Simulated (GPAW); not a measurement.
Consider NaHF2 (R-3m).

```cif
data_structure
_symmetry_space_group_name_H-M 'P 1'
_symmetry_Int_Tables_number 1
_cell_length_a 5.0030
_cell_length_b 5.0030
_cell_length_c 5.0030
_cell_angle_alpha 40.631
_cell_angle_beta 40.631
_cell_angle_gamma 40.631
_cell_volume 47.90
loop_
_atom_site_label
_atom_site_type_symbol
_atom_site_fract_x
_atom_site_fract_y
_atom_site_fract_z
_atom_site_occupancy
Na1 Na 0.00000 0.00000 0.00000 1
F2 F 0.58240 0.58240 0.58240 1
F3 F 0.41760 0.41760 0.41760 1
H4 H 0.50000 0.50000 0.50000 1
```

Absorber: atom 1, with 6 F at 2.32 Å (distorted octahedral, site symmetry -3m). Method: GPAW, LDA, full core hole (charged cell), 24-atom cell with 6.9 Å between holes, 3×3×2 k points, dipole transitions, Gaussian full width 0.9 eV up to 4 eV, rising linearly to 3.5 eV at 25 eV.

What does the Na K edge look like?

Main maxima up to 24 eV above the zero (height): 3.9 eV (2.31), 5.7 eV (2.12), 10.8 eV (1.87) and 19.8 eV (0.64). A K edge sees empty p states on the absorber. The total-energy difference plus the lowest empty eigenvalue puts the zero at 1076.74 eV. One term is added: -11.92 eV, since the hole is spin-paired here and a spin-polarised one costs that much less in the free atom (computed apart). The photon energy is then 1064.82 eV. The tabulated edge of the element is 1070.8 eV. The functional and the charged cell's background leave an error in such absolute values: in the free atom LDA prices this hole 5.9 eV below PBE (computed apart), and PBE is itself good to a few eV.

The Na K spectrum (energy from the lowest empty level; intensity scaled to a mean of 1 over the first 20 eV; polarised curves are means over the symmetry-equivalent atoms):

| E (eV) | isotropic | ε ⊥ c | ε ∥ c |
| --- | --- | --- | --- |
| -2.0 | 0.00 | 0.00 | 0.00 |
| -1.4 | 0.00 | 0.00 | 0.00 |
| -0.8 | 0.00 | 0.00 | 0.00 |
| -0.2 | 0.00 | 0.00 | 0.00 |
| 0.4 | 0.01 | 0.01 | 0.01 |
| 1.0 | 0.02 | 0.01 | 0.03 |
| 1.6 | 0.15 | 0.06 | 0.32 |
| 2.2 | 0.70 | 0.41 | 1.30 |
| 2.8 | 0.88 | 0.71 | 1.23 |
| 3.4 | 1.47 | 1.17 | 2.06 |
| 4.0 | 2.29 | 2.46 | 1.94 |
| 4.6 | 1.26 | 1.37 | 1.03 |
| 5.2 | 1.65 | 1.52 | 1.92 |
| 5.8 | 2.10 | 2.13 | 2.04 |
| 6.4 | 1.70 | 1.79 | 1.53 |
| 7.0 | 1.51 | 1.61 | 1.30 |
| 7.6 | 1.38 | 1.42 | 1.29 |
| 8.2 | 1.23 | 1.21 | 1.27 |
| 8.8 | 1.14 | 1.12 | 1.20 |
| 9.4 | 1.29 | 1.34 | 1.19 |
| 10.0 | 1.64 | 1.84 | 1.26 |
| 10.6 | 1.86 | 2.18 | 1.23 |
| 11.2 | 1.82 | 2.16 | 1.15 |
| 11.8 | 1.61 | 1.81 | 1.22 |
| 12.4 | 1.27 | 1.26 | 1.27 |
| 13.0 | 0.86 | 0.74 | 1.10 |
| 13.6 | 0.55 | 0.42 | 0.79 |
| 14.2 | 0.39 | 0.30 | 0.57 |
| 14.8 | 0.35 | 0.29 | 0.47 |
| 15.4 | 0.35 | 0.32 | 0.43 |
| 16.0 | 0.38 | 0.36 | 0.40 |
| 16.6 | 0.42 | 0.42 | 0.42 |
| 17.2 | 0.47 | 0.48 | 0.46 |
| 17.8 | 0.53 | 0.55 | 0.50 |
| 18.4 | 0.58 | 0.61 | 0.53 |
| 19.0 | 0.62 | 0.65 | 0.55 |
| 19.6 | 0.63 | 0.66 | 0.58 |
| 20.2 | 0.63 | 0.64 | 0.61 |
| 20.8 | 0.60 | 0.58 | 0.64 |
| 21.4 | 0.56 | 0.52 | 0.64 |
| 22.0 | 0.51 | 0.46 | 0.60 |
| 22.6 | 0.46 | 0.41 | 0.56 |
| 23.2 | 0.42 | 0.37 | 0.52 |
| 23.8 | 0.39 | 0.32 | 0.51 |
| 24.4 | 0.36 | 0.29 | 0.50 |
| 25.0 | 0.33 | 0.25 | 0.49 |
| 25.6 | 0.31 | 0.23 | 0.48 |
| 26.2 | 0.30 | 0.22 | 0.46 |
| 26.8 | 0.30 | 0.22 | 0.46 |
| 27.4 | 0.30 | 0.23 | 0.45 |
| 28.0 | 0.32 | 0.25 | 0.45 |
| 28.6 | 0.33 | 0.28 | 0.44 |
| 29.2 | 0.35 | 0.32 | 0.42 |
| 29.8 | 0.37 | 0.35 | 0.40 |
| 30.4 | 0.38 | 0.39 | 0.38 |
| 31.0 | 0.40 | 0.41 | 0.37 |
| 31.6 | 0.41 | 0.43 | 0.36 |

The mesh is coarse (0.46 Å⁻¹ between points), so small maxima may be mesh ripples. Lifetime broadening is put in by hand, and intensities beyond about 20 eV depend on it and on the partial waves; weight that the partial waves miss at high energy is lost. The structure is a published determination, not relaxed.

[Banner, clock and machine lines of the logs are left out without a mark of their own.]

[Logs are printed without paths, hosts, clocks, repeated set-up lines and the standing remarks that a program may print on its own settings, such as how far it seeks lower states.]

[Hosts, paths, dates, database ids (printed as entryN), source tags and the programs' standing remarks are cut or masked in the printed files.]

[Lists of maxima count a maximum above −3 eV only where it reaches 4 % of the highest in the window and stands out from its surroundings by 2 % of it (1.5 % where it reaches 55 %); shoulders and weaker maxima are passed over, and of the rest the first, up to two pre-edge ones and the few strongest are named.]
